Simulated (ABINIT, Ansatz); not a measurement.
# A GW chain in ABINIT: KBr (Fm-3m), part 3 of 3

How does a plane-wave GW calculation on KBr (Fm-3m) run from the first input to the gap?

ABINIT 10.8.3; LDA and many-body steps on it, plane waves. Known limits of the many-body steps: not at the basis limit; no spin-orbit coupling.

So far. Step 4 (Empty states on the mesh, 4×4×4 mesh, 230 bands): On this mesh the gap is 4.032 eV. Step 5 (Screening, 4×4×4 mesh, 222 bands, screening to 217.7 eV): Local fields lower ε∞ by 17 %.

### Step 6. Self-energy, 4×4×4 mesh, 222 bands, screening to 217.7 eV

The self-energy is evaluated for the states that the input lists, and the levels follow from it, in one-shot runs by the linearised quasiparticle equation.

This step: G0W0 on LDA, plane waves, norm-conserving pseudopotentials.

run.abi reads:

```
acell 3*1.0 Angstrom
rprim 
  0.000000000000 3.300000000000 3.300000000000
  3.300000000000 0.000000000000 3.300000000000
  3.300000000000 3.300000000000 0.000000000000
ntypat 2
znucl 19 35
natom 2
typat 1 2
xred 
  0.000000000000 0.000000000000 0.000000000000
  0.500000000000 0.500000000000 0.500000000000
pp_dirpath "pseudos"
pseudos "K.upf, Br.upf"
ecut 32
ngkpt 4 4 4
nshiftk 1
shiftk 0 0 0
kptopt 1
chksymbreak 0
istwfk *1
occopt 1
irdwfk 1
optdriver 4
nband 222
gwcalctyp 0
ecutsigx 32
symsigma 1
nkptgw 1
kptgw 
  0.0000000000 0.0000000000 0.0000000000
bdgw 
  6 12
ecuteps 8
irdscr 1
ppmodel 1
indata_prefix "in"
outdata_prefix "out"
tmpdata_prefix "tmp"
```

The run is started by

```sh
> OMP_NUM_THREADS=1 mpirun -n 4 abinit run.abi > log
```

Numbers of over 12 decimals in the logs are rounded to 6 here.

What it wrote:

```text
.Version 10.8.3 of ABINIT. v10.8.2 released Aug 2026.

 Symmetries : space group Fm -3 m (#225); Bravais cF (face-center cubic)
[... echo of the input left out ...]
== DATASET  1 ==================================================================
-   mpi_nproc: 4, omp_nthreads: 1 (-1 if OMP is not activated)

--- !DatasetInfo
iteration_state: {dtset: 1, }
dimensions: {natom: 2, nkpt: 8, mband: 222, nsppol: 1, nspinor: 1, nspden: 1, mpw: 4279, }
cutoff_energies: {ecut:  32.0, pawecutdg:  -1.0, }
electrons: {nelect:   1.60000000E+01, charge:   0.00000000E+00, occopt:   1.00000000E+00, tsmear:   1.00000000E-02, }

 SIGMA: Calculation of the GW corrections

 Based on a program developped by R.W. Godby, V. Olevano, G. Onida, and L. Reining.
 Incorporated in ABINIT by V. Olevano, G.-M. Rignanese, and M. Torrent.
.Using double precision arithmetic ; gwpc =  8

[... cell and pseudopotentials left out ...]
--------------------------------------------------------------------------------

 ==== K-mesh for the wavefunctions ====
 Number of points in the irreducible wedge :     8
[... list of points left out ...]
 Together with 48 symmetry operations and time-reversal symmetry
 yields    64 points in the full Brillouin Zone.

 ==== Q-mesh for screening function ====
 Number of points in the irreducible wedge :     8
[... list of points left out ...]
 Together with 48 symmetry operations and time-reversal symmetry
 yields    64 points in the full Brillouin Zone.

 vcoul_init : cutoff-mode = AUXILIARY_FUNCTION
 q-points for optical limit:   1
     1)      0.000010    0.000020    0.000030
 setmesh: FFT mesh size selected  =    45x   45x   45
          total number of points  =        91125

 Number of electrons calculated from density =   16.0000; Expected =   16.0000
 average of density, n =  0.032988
 r_s =    1.9343
 omega_plasma =   17.5199 [eV]

 === KS Band Gaps ===
  >>>> For spin  1
   Minimum direct gap =   4.0319 [eV], located at k-point      :   0.0000  0.0000  0.0000
   Fundamental gap    =   4.0319 [eV], Top of valence bands at :   0.0000  0.0000  0.0000
                                       Bottom of conduction at :   0.0000  0.0000  0.0000
 SIGMA fundamental parameters:
 PLASMON POLE MODEL  1
 number of plane-waves for SigmaX                 4279
 number of plane-waves for SigmaC and W            531
 number of plane-waves for wavefunctions          4279
 number of bands                                   222
 number of independent spin polarizations            1
 number of spinorial components                      1
 number of k-points in IBZ                           8
 number of q-points in IBZ                           8
 number of symmetry operations                      48
 number of k-points in BZ                           64
 number of q-points in BZ                           64
 number of frequencies for dSigma/dE                 9
 frequency step for dSigma/dE [eV]                0.25
 number of omega for Sigma on real axis              0
 max omega for Sigma on real axis  [eV]           0.00
 zcut for avoiding poles [eV]                     0.10

 EPSILON^-1 parameters (SCR file):
 dimension of the eps^-1 matrix on file            531
 dimension of the eps^-1 matrix used               531
 number of plane-waves for wavefunctions          4279
 number of bands                                   222
 number of q-points in IBZ                           8
 number of frequencies                               2
 number of real frequencies                          1
 number of imag frequencies                          1

 matrix elements of self-energy operator (all in [eV])

 Perturbative Calculation

--- !SelfEnergy_ee
iteration_state: {dtset: 1, }
kpoint     : [   0.000,    0.000,    0.000, ]
spin       : 1
KS_gap     :    4.032
QP_gap     :    6.929
Delta_QP_KS:    2.897
data: !SigmaeeData |
     Band     E0 <VxcDFT>   SigX SigC(E0)      Z dSigC/dE  Sig(E)    E-E0       E
        6  -0.201 -12.640 -16.505   1.535   0.808  -0.238 -14.522  -1.882  -2.083
        7  -0.201 -12.640 -16.505   1.535   0.808  -0.238 -14.522  -1.882  -2.083
        8  -0.201 -12.640 -16.505   1.535   0.808  -0.238 -14.522  -1.882  -2.083
        9   3.831  -7.272  -3.194  -2.897   0.859  -0.164  -6.257   1.015   4.846
       10   7.158  -8.721  -3.699  -3.141   0.853  -0.172  -7.116   1.605   8.763
       11   7.158  -8.721  -3.699  -3.141   0.853  -0.172  -7.116   1.605   8.763
       12   7.158  -8.721  -3.699  -3.141   0.853  -0.172  -7.116   1.605   8.763

== END DATASET(S) ==============================================================
================================================================================

 -outvars: echo values of variables after computation  --------
           etotal      0.0000000000E+00
            nband         222
             nkpt           8
          spgroup         225
 [... the other variables as echoed above ...]

 Calculation completed.
```

Run time: 36 s. Hardware: 4 MPI ranks of Arm Neoverse V2, shared host; peak memory 2.4 GiB.

Numbers from this step:

| Property | Result |
| --- | --- |
| G0W0 gap on the points computed | 6.929 eV |
| starting gap on the mesh | 4.032 eV |
| k of the valence top | 0, 0, 0 |
| k of the conduction bottom | 0, 0, 0 |
| Z at the valence top | 0.808 |
| Z at the conduction bottom | 0.859 |
| least direct G0W0 gap on the computed points | 6.929 eV |

The gap on the mesh goes from 4.03 eV to 6.93 eV, a correction of +2.90 eV.

Limits: finite bands, cutoff and mesh; no spin-orbit coupling. v1 is the top filled band, c1 the lowest empty one. Levels before and after the correction, in eV, zero at the valence-band top of each column:

```
           conduction bottom  valence top
Kohn-Sham               4.03         0.00
     G0W0               6.93         0.00
```

```csv
,level,energy (eV)
Kohn-Sham,Γ v3-v1,0.000
Kohn-Sham,Γ c1,4.032
Kohn-Sham,Γ c2-c4,7.359
G0W0,Γ v3-v1,0.000
G0W0,Γ c1,6.929
G0W0,Γ c2-c4,10.846
```

### Step 7. Where the time went

Times are wall times on 4 MPI ranks of Arm Neoverse V2, shared host, good to a factor of about two.

```
                          step     time  share  memory (GiB)
                  ground state    8.2 s    3 %          0.36
bands along the symmetry lines     18 s    7 %          0.34
      empty states on the mesh  1.8 min   38 %           4.1
                     screening  1.8 min   39 %           2.0
                   self-energy     36 s   13 %           2.4
```

### Step 8. Outcome

```
LDA gap              : 4.03 eV, direct
G0W0 gap on the mesh : 6.93 eV
GW settings          : 4×4×4 mesh, 222 bands, screening to 217.7 eV, Godby-Needs plasmon pole
known limits         : not at the basis limit; no spin-orbit coupling
```

G0W0 moves the gap on the mesh from 4.03 eV to 6.93 eV (+2.90 eV), with Z of 0.81 and 0.86 at the edges. Local fields lower the RPA ε∞ on this mesh from 3.00 to 2.50. Only 1 of the mesh's irreducible points was corrected, so a valley elsewhere could overtake. Bands and cutoff are finite, so the gap is not at the basis limit. The miss can reach some tenths of an eV and take either sign; the mesh is an error of its own. In the G0W0 run levels were corrected at 1 k point alone, so a gap called «on the mesh» is the least over those, and an edge elsewhere would be missed. The many-body steps are scalar-relativistic: spin-orbit coupling is not in them.

[Paths, hosts, dates, memory and timing lines, banners, echoed tables and standing remarks are left out of the program output.]

[Logs are printed without paths, hosts, clocks, repeated set-up lines and the standing remarks that a program may print on its own settings, such as how far it seeks lower states.]

[Runs of the session that timed out or met a known fault of the program may be left out.]

[Hosts, paths, dates, database ids (printed as entryN), source tags and the programs' standing remarks are cut or masked in the printed files.]

[G0W0 gaps are taken among the corrected bands and points alone; a level outside them can change the order at an edge.]

[Where Ansatz stands beside ABINIT at settings called matched, ABINIT's density can come from a denser mesh and the files from another edition; pairs whose starting gaps differed by over 0.03 eV were left out, so agreement reads better than it is.]
